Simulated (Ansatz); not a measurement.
**In (I4/mmm, 1 atom in the cell): relaxing the cell for a phonon run**

Task: relax In (I4/mmm, 1 atom in the cell) tightly.

Method: DFT PBEsol, scalar-relativistic, plane waves, PAW, in Ansatz 0.2.0.

## Step 1: Set-up

Symmetry: I4/mmm, No. 139, tetragonal system. Conventional cell: a = 3.251 Å, b = 3.251 Å, c = 4.947 Å, α = 90.00°, β = 90.00°, γ = 90.00°. Nearest to In lie 12 In at 3.25 to 3.38 Å.

## Step 2: A coarse first look

A quick single point on a coarse mesh tells whether the cell has a gap and how far it is from rest, which sets the k mesh and smearing that follow.

File input.yaml:

```yaml
crystal:
  lattice:
    - [-1.62547, 1.62547, 2.4737]
    - [1.62547, -1.62547, 2.4737]
    - [1.62547, 1.62547, -2.4737]
  atoms:
    - { symbol: In, position: [0.0, 0.0, 0.0] }
kpoints:
  mp_grid: { grid: [8, 8, 8] }
hamiltonian:
  xc: pbesol
scf:
  occupations: { method: gaussian, width: 0.1 }
output:
  forces: true
  stress: true
  eigenvalues: true
```

On the command line:

```sh
$ ansatz run input.yaml --threads 4 --pin off --max-ram 7168MiB --backend cpu --events-out ev --progress --plain --runs-dir out
```

Numbers of over 12 decimals in the logs are rounded to 6 here.

The log of the run:

```text
Engine: ansatz 0.2.0, aarch64-unknown-linux-gnu
Pseudopotentials: kind: paw
Pseudopotential: In, paw, valence charge 13, recommended cutoff 420 eV (normal), In.paw.azcp
Functional definition: PBEsol
  exchange = pbesol_x
  correlation = pbesol_c
Crystal: 1 atoms, lattice volume = 26.144 Å³
[...]
--- Band table (eV; the first three rows and the last of 59) ---
  k-point 0: bands = [... 3 lower, -4.3444, -4.2430, 0.5282, 20.6179, 20.6179, 20.7906, 21.6686, 24.0443]
  k-point 1: bands = [... 3 lower, -4.3339, -4.2657, 1.0086, 18.4899, 18.7007, 19.2041, 20.2045, 23.9640]
  k-point 2: bands = [... 3 lower, -4.2877, -4.2350, 2.4691, 15.9294, 16.2334, 16.6051, 18.6625, 19.3172]
  k-point 58: bands = [... 3 lower, -4.1049, -4.1049, 7.1501, 7.4103, 14.8107, 14.8107, 18.2797, 18.2949]
[key lines of the parts left out:]
SCF converged after 6 iterations
Free energy (F): -5525.400803 eV
Fermi energy:    10.151678 eV
P = ⅓ Tr σ = -1.1185 GPa (-11.185 kbar)
```

Run time: 0.79 s. Hardware: 4 threads of Arm Neoverse N1, shared host; peak memory 0.28 GiB; 2 s of CPU time.

Numbers from this step:

```
pressure          : -1.118 GPa
volume per atom   : 26.14 Å³
gap on the k-mesh : 0 eV
```

The coarse mesh shows no gap and a pressure of -1.1 GPa.

## Step 3: Relaxation

The cell and atoms are relaxed, since residual forces and stress would shift the frequencies.

input.yaml, the sections that differ from step 2:

```yaml
kpoints:
  mp_grid: { grid: [16, 16, 16] }
output:
  forces: true
  stress: true
  eigenvalues: true
  write_density: true
  write_potential: true
  elf: true
  volumetric_format: npy
relax:
  adjacent_minimum: "off"
  f_tol: 0.005
  max_steps: 80
  cell: { stress_tol: 0.05 }
# crystal, hamiltonian, scf: as in step 2
```

The log of the run:

```text
[...]
Crystal: 1 atoms, lattice volume = 26.144 Å³
Basis set: ecut = 420 eV, 533 PW (Γ), exchange–correlation on 48×48×48 points (8 copies of the dense FFT grid, shifted against one another)
Bands: 11, of which v1, the nominal top of the filled ones, is band 7 counted from 1 (6 counted from 0)
Symmetry: 16 space group operations
[...]
k-points: 349 of 4096
[...]
SCF iter   1: F=—  HF=-5525.409346 eV  |F-HF|=—  |Δ(HF+E_count)|=         —  Δρ=3.06e-3  dr2=2.42e-3  ethr=1.77e-3  ⟨swp⟩=4.9  Hψ=22569  notcnv=0
[...]
SCF iter   6: F=-5525.407443 eV  HF=-5525.407443 eV  |F-HF|=8.19e-12  |Δ(HF+E_count)|=   1.03e-9  Δρ=1.12e-6  dr2=1.72e-10  ethr=8.66e-11  ⟨swp⟩=7.2  Hψ=23562  notcnv=0
SCF 1 converged in 6 iterations: F = -5525.407443 eV  dr2 = 1.72e-10
[...]
relax step   1: F+E_penalty+E_count = -5525.40744276 eV  Δ(F+E_penalty+E_count) = +0.000e0 eV  max|allowed force component| = 0.000e0 eV/Å  Δτ_max = 0.0000 Å  P = -1.006 GPa  Ω = 26.144 Å³  (6 SCF iters, dr2 threshold 1.00e-7 eV, accepted)
Crystal: 1 atoms, lattice volume = 25.576 Å³
Basis set: ecut = 420 eV, 517 PW (Γ), exchange–correlation on 48×48×48 points (8 copies of the dense FFT grid, shifted against one another)
[...]
iter 1 solved again at ethr=6.47e-7 eV; its pass at ethr=3.10e-3 eV (dr2=8.41e-5 eV) is discarded
[...]
SCF iter   4: F=-5525.409632 eV  HF=-5525.409632 eV  |F-HF|=3.05e-10  |Δ(HF+E_count)|=   4.32e-8  Δρ=3.42e-6  dr2=2.30e-9  ethr=7.69e-10  ⟨swp⟩=7.8  Hψ=26659  notcnv=0
SCF 2 converged in 4 iterations: F = -5525.409632 eV  dr2 = 2.30e-9
relax step   2: F+E_penalty+E_count = -5525.40963180 eV  Δ(F+E_penalty+E_count) = -2.189e-3 eV  max|allowed force component| = 0.000e0 eV/Å  Δτ_max = 0.0000 Å  P = -0.082 GPa  Ω = 25.576 Å³  energy of the carried Pulay correction = +1.350e-4 eV  (4 SCF iters, dr2 threshold 1.00e-7 eV, accepted)
Crystal: 1 atoms, lattice volume = 25.511 Å³
[...]
SCF iter   3: F=-5525.409762 eV  HF=-5525.409762 eV  |F-HF|=2.92e-9  |Δ(HF+E_count)|=   2.56e-8  Δρ=1.11e-5  dr2=2.55e-8  ethr=5.38e-10  ⟨swp⟩=8.9  Hψ=23686  notcnv=0
SCF 3 converged in 3 iterations: F = -5525.409762 eV  dr2 = 2.55e-8
relax step   3: F+E_penalty+E_count = -5525.40976207 eV  Δ(F+E_penalty+E_count) = -1.303e-4 eV  max|allowed force component| = 0.000e0 eV/Å  Δτ_max = 0.0000 Å  P = +0.035 GPa  Ω = 25.511 Å³  energy of the carried Pulay correction = +1.509e-4 eV  (3 SCF iters, dr2 threshold 7.00e-8 eV, accepted)
[...]
relax step   4: F+E_penalty+E_count = -5525.40886380 eV  Δ(F+E_penalty+E_count) = +8.983e-4 eV  max|allowed force component| = 0.000e0 eV/Å  Δτ_max = 0.0000 Å  P = +0.937 GPa  Ω = 25.067 Å³  energy of the carried Pulay correction = +2.623e-4 eV  (4 SCF iters, dr2 threshold 1.00e-7 eV, rejected (line search))
[...]
relax step   5: F+E_penalty+E_count = -5525.41009210 eV  Δ(F+E_penalty+E_count) = -3.300e-4 eV  max|allowed force component| = 0.000e0 eV/Å  Δτ_max = 0.0000 Å  P = +0.119 GPa  Ω = 25.469 Å³  energy of the carried Pulay correction = +1.616e-4 eV  (6 SCF iters, accepted)
[...]
relax step   6: F+E_penalty+E_count = -5525.41036824 eV  Δ(F+E_penalty+E_count) = -2.761e-4 eV  max|allowed force component| = 0.000e0 eV/Å  Δτ_max = 0.0000 Å  P = +0.363 GPa  Ω = 25.351 Å³  energy of the carried Pulay correction = +1.918e-4 eV  (4 SCF iters, dr2 threshold 1.00e-7 eV, accepted)
[...]
relax step   7: F+E_penalty+E_count = -5525.41075613 eV  Δ(F+E_penalty+E_count) = -3.879e-4 eV  max|allowed force component| = 0.000e0 eV/Å  Δτ_max = 0.0000 Å  P = +0.006 GPa  Ω = 25.536 Å³  energy of the carried Pulay correction = +1.462e-4 eV  (4 SCF iters, dr2 threshold 1.00e-7 eV, accepted)
[...]
SCF iter   5: F=-5525.410612 eV  HF=-5525.410612 eV  |F-HF|=9.09e-13  |Δ(HF+E_count)|=  2.64e-11  Δρ=3.09e-8  dr2=1.05e-13  ethr=1.00e-12  ⟨swp⟩=5.7  Hψ=15540  notcnv=0
SCF 8 converged in 5 iterations: F = -5525.410612 eV  dr2 = 1.05e-13
relax step   8: F+E_penalty+E_count = -5525.41061216 eV  Δ(F+E_penalty+E_count) = +1.440e-4 eV  max|allowed force component| = 0.000e0 eV/Å  Δτ_max = 0.0000 Å  P = +0.004 GPa  Ω = 25.536 Å³  stress off target by 1.21e-2 GPa  SCF on the basis re-selected at this cell (its energy is not comparable with the rows above)  (5 SCF iters)
basis re-selected at this cell: Δ(F+E_penalty+E_count) = +1.440e-4 eV, ΔP = -0.002 GPa vs the last step (what re-selecting the basis moved, of the pressure what is left beyond the Pulay correction that the steps carried, after the strain that the cell walked since its last selection, with what the two solves' SCF thresholds leave and, on support functions, any second-order correction that the steps lacked; it is no measure of the basis error at this ecutwfc). This SCF's stress stands 1.21e-2 GPa from its target on what of the cell is left free (relax.cell.stress_tol is 5.00e-2 GPa) and its largest allowed force component is 0.00e0 eV/Å (relax.f_tol is 5.00e-3 eV/Å): [rest of the remark cut]
SCF converged after 5 iterations
Free energy (F): -5525.410612 eV
[...]
Internal energy: -5525.409117 eV  (E = F + TS)
E sigma→0 (E₀):  -5525.409865 eV
Entropy (-TS):   -0.001495 eV (-1.495 meV/atom)
Fermi energy:    10.422061 eV
[...]
--- Stress (GPa, compression-positive) ---
        0.012073       0.000000       0.000000
        0.000000       0.012073       0.000000
        0.000000       0.000000      -0.011522
  P = ⅓ Tr σ = 0.0042 GPa (0.042 kbar)
--- Band table (eV; the first three rows and the last of 349) ---
  k-point 0: bands = [... 3 lower, -4.0584, -3.8946, 0.6970, 21.1705, 21.1705, 21.3989, 22.1206, 24.6080]
  k-point 1: bands = [... 3 lower, -4.0519, -3.9037, 0.8215, 20.3642, 20.6104, 20.7019, 21.5627, 25.0003]
  k-point 2: bands = [... 3 lower, -4.0376, -3.9279, 1.1974, 18.9283, 19.2238, 19.7080, 20.6216, 24.9218]
  k-point 348: bands = [... 3 lower, -3.7791, -3.7791, 7.1215, 7.4665, 15.5493, 15.5493, 19.0371, 19.1575]
--- Relaxed structure (7 steps of the walk, 6 accepted, 1 SCFs on fresh bases) ---
  F+E_penalty+E_count = -5525.41061216 eV   max|allowed force component| = 0.000e0 eV/Å   (the final SCF, on the basis selected at the relaxed cell)
  cell:  # Å, volume = 25.5362 Å³
    - [-1.594539, 1.594539, 2.510881]
    - [1.594539, -1.594539, 2.510881]
    - [1.594539, 1.594539, -2.510881]
  atoms:
    - { symbol: In, position: [0.0, 0.0, 0.0] }
```

Elapsed: 23 s, on 4 threads; peak memory 0.41 GiB.

The steps of the relaxation:

| step | energy less that of the first step (eV) | largest force component (eV/Å) | pressure (GPa) | volume (Å³) |
| --- | --- | --- | --- | --- |
| 1 | 0.0000 | 0.0000 | -1.01 | 26.14 |
| 2 | -0.0022 | 0.0000 | -0.08 | 25.58 |
| 3 | -0.0023 | 0.0000 | 0.04 | 25.51 |
| 4 | -0.0014 | 0.0000 | 0.94 | 25.07 |
| 5 | -0.0026 | 0.0000 | 0.12 | 25.47 |
| 6 | -0.0029 | 0.0000 | 0.36 | 25.35 |
| 7 | -0.0033 | 0.0000 | 0.01 | 25.54 |
| 8* | -0.0032 | 0.0000 | 0.00 | 25.54 |

Relaxation steps marked * repeat the geometry before them on a plane-wave basis chosen anew for their cell, so energy and pressure can jump there. Relaxation step 4 was tried and not accepted.

| conventional cell, symmetrised | before | after | change |
| --- | --- | --- | --- |
| a (Å) | 3.251 | 3.189 | -1.9 % |
| b (Å) | 3.251 | 3.189 | -1.9 % |
| c (Å) | 4.947 | 5.022 | +1.5 % |
| volume (Å³/atom) | 26.14 | 25.54 | -2.3 % |

Final coordinates:

```cif
data_structure
_symmetry_space_group_name_H-M 'P 1'
_symmetry_Int_Tables_number 1
_cell_length_a 3.3749
_cell_length_b 3.3749
_cell_length_c 3.3749
_cell_angle_alpha 123.610
_cell_angle_beta 123.610
_cell_angle_gamma 83.854
_cell_volume 25.54
loop_
_atom_site_label
_atom_site_type_symbol
_atom_site_fract_x
_atom_site_fract_y
_atom_site_fract_z
_atom_site_occupancy
In1 In 0.00000 0.00000 0.00000 1
```

This step gave:

| Item | Value |
| --- | --- |
| pressure | 0.004208 GPa |
| volume per atom | 25.54 Å³ |

Electrostatic potential energy in the ac plane of the conventional cell at fractional y = 0.000, with atoms of In within 0.2 Å of it. With pseudopotentials it is smooth inside the atoms' cores, unlike the true potential.

Ten even steps from '0' (-33 eV) to '9' (13 eV), each cell a mean:
```
00026899975100
00147899986300
12368999987531
45688999998765
78899999999887
99999999999999
99999999999999
99999999999999
99999999999999
99999999999999
99999999999999
99999999999999
99999999999999
99999999999999
99999999999999
99999999999999
88899999999988
56789999998866
23468999998642
00147899986310
00026899975200
00025899974100
```
Columns run along a (3.2 Å; values clipped at the 3rd and 97th percentile), rows up along c (5.0 Å), edges of the conventional cell, whose origin can differ from the input's. Atoms in or near the plane, at fractional coordinates: In at (0.00, 0.00).

ELF in the ac plane of the conventional cell at fractional y = 0.000, with atoms of In within 0.2 Å of it. It is the smooth field of the valence electrons, not physical close to the nuclei.

Ten even steps from '_' (0.00) to '@' (0.31), each cell a mean:
```
____--##%%%%@@@@@@%%%%**::__
..::++%%%%%%@@@@@@%%%%%%==::
++**%%%%%%%%@@@@@@%%%%%%%%**
%%%%%%%%%%%%%%%%%%%%%%%%%%%%
%%####%%%%%%%%%%%%%%%%####%%
########%%%%%%%%%%%%########
******####%%%%%%%%%%####****
++++****##%%@@@@%%%%##**++++
====++**%%@@@@@@@@%%##**++==
--==++**%%@@@@@@@@@@##**==--
----++##%%@@@@@@@@@@%%**==--
--==++**%%@@@@@@@@@@%%**==--
--==++**%%@@@@@@@@%%##**++==
==++++**##%%@@@@@@%%##**++==
******####%%%%%%%%%%####****
##########%%%%%%%%##########
######%%%%%%%%%%%%%%%%%%####
%%%%%%##%%%%%%%%%%%%%%%%%%%%
####%%%%%%%%@@@@@@%%%%%%%%##
::--**%%%%%%@@@@@@%%%%%%++--
____==%%%%%%@@@@@@%%%%**::__
____::##%%%%@@@@@@%%%%**..__
```
Columns run along a (3.2 Å), rows up along c (5.0 Å), edges of the conventional cell, whose origin can differ from the input's. Atoms in or near the plane, at fractional coordinates: In at (0.00, 0.00).

Valence density in the ac plane of the conventional cell at fractional y = 0.000, with atoms of In within 0.2 Å of it. It is the smooth field of the valence electrons, not physical close to the nuclei.

Values in e/Å³, 22 rows by 14 columns, each cell a mean:
```
10  8  4  2  1  0  0  0  0  0  1  2  6  9
 6  5  3  1  0  0  0  0  0  0  1  1  3  5
 3  2  1  1  0  0  0  0  0  0  0  1  2  2
 1  1  0  0  0  0  0  0  0  0  0  0  1  1
 0  0  0  0  0  0  0  0  0  0  0  0  0  0
 0  0  0  0  0  0  0  0  0  0  0  0  0  0
 0  0  0  0  0  0  0  0  0  0  0  0  0  0
 0  0  0  0  0  0  0  0  0  0  0  0  0  0
 0  0  0  0  0  0  0  0  0  0  0  0  0  0
 0  0  0  0  0  0  0  0  0  0  0  0  0  0
 0  0  0  0  0  0  0  0  0  0  0  0  0  0
 0  0  0  0  0  0  0  0  0  0  0  0  0  0
 0  0  0  0  0  0  0  0  0  0  0  0  0  0
 0  0  0  0  0  0  0  0  0  0  0  0  0  0
 0  0  0  0  0  0  0  0  0  0  0  0  0  0
 0  0  0  0  0  0  0  0  0  0  0  0  0  0
 0  0  0  0  0  0  0  0  0  0  0  0  0  0
 1  1  0  0  0  0  0  0  0  0  0  0  0  1
 2  2  1  0  0  0  0  0  0  0  0  1  1  2
 5  4  2  1  0  0  0  0  0  0  1  1  3  5
 9  7  4  2  1  0  0  0  0  0  1  2  5  8
12 10  5  2  1  0  0  0  0  0  1  3  6 10
```
Columns run along a (3.2 Å), rows up along c (5.0 Å), edges of the conventional cell, whose origin can differ from the input's. Atoms in or near the plane, at fractional coordinates: In at (0.00, 0.00).

In this step the volume went from 26.14 to 25.54 Å³/atom.

## Step 4: Tight relaxation

Phonons need a cell at rest on their own settings, so the relaxation is repeated with tight tolerances on forces and stress, using the mesh and the filling of the phonon run that follows.

File input.yaml:

```yaml
crystal:
  lattice:
    - [-1.5945393832, 1.5945393832, 2.5108813444]
    - [1.5945393832, -1.5945393832, 2.5108813444]
    - [1.5945393832, 1.5945393832, -2.5108813444]
  atoms:
    - { symbol: In, position: [0.0, 0.0, 0.0] }
kpoints:
  mp_grid: { grid: [16, 16, 16] }
hamiltonian:
  xc: pbesol
scf:
  occupations: { method: methfessel_paxton, width: 0.15 }
output:
  forces: true
  stress: true
  eigenvalues: true
relax:
  adjacent_minimum: "off"
  f_tol: 0.001
  max_steps: 60
  cell: { stress_tol: 0.01 }
```

The log of the run:

```text
[...]
Crystal: 1 atoms, lattice volume = 25.536 Å³
Basis set: ecut = 420 eV, 501 PW (Γ), exchange–correlation on 48×48×48 points (8 copies of the dense FFT grid, shifted against one another)
Bands: 11, of which v1, the nominal top of the filled ones, is band 7 counted from 1 (6 counted from 0)
[... 1 set-up line as in the run before ...]
[...]
k-points: 349 of 4096
[...]
k-point 348: bands = [... 3 lower, -3.7791, -3.7791, 7.1215, 7.4665, 15.5493, 15.5493, 19.0371, 19.1575]
--- Relaxed structure (1 steps of the walk, 1 accepted, 1 SCFs on fresh bases) ---
[...]
cell:  # Å, volume = 25.5362 Å³
    - [-1.5945393832, 1.5945393832, 2.5108813444]
    - [1.5945393832, -1.5945393832, 2.5108813444]
    - [1.5945393832, 1.5945393832, -2.5108813444]
  atoms:
    - { symbol: In, position: [0.0, 0.0, 0.0] }
[key lines of the parts left out:]
SCF converged after 5 iterations
Free energy (F): -5525.409704 eV
Fermi energy:    10.421917 eV
P = ⅓ Tr σ = -0.0028 GPa (-0.028 kbar)
```

The job ended after 6.8 s (4 threads; peak memory 0.4 GiB; 23 s of CPU time).

Little changed from the start: no atom moved by 0.005 Å and no cell edge by 0.1 %.

This step gave:

| Item | Value |
| --- | --- |
| pressure | -0.002773 GPa |

The forces vanish by symmetry and the pressure is -0.003 GPa, within the tolerances set. The cell now holds 25.54 Å³/atom.

## Step 5: Outcome

| Item | Value |
| --- | --- |
| space group after relaxation (within 0.01 Å) | I4/mmm |
| lattice constant a | 3.189 Å |
| lattice constant b | 3.189 Å |
| lattice constant c | 5.022 Å |
| volume per atom | 25.5 Å³ |

**Reading.** The forces vanish by symmetry and the pressure is -0.003 GPa, within the tolerances set. The cell now holds 25.54 Å³/atom. The relaxation keeps the symmetry of its start, so it says nothing on stability against lower symmetry.

[Logs are printed without paths, hosts, clocks, repeated set-up lines and the standing remarks that a program may print on its own settings, such as how far it seeks lower states.]

[Hosts, paths, dates, database ids (printed as entryN), source tags and the programs' standing remarks are cut or masked in the printed files.]
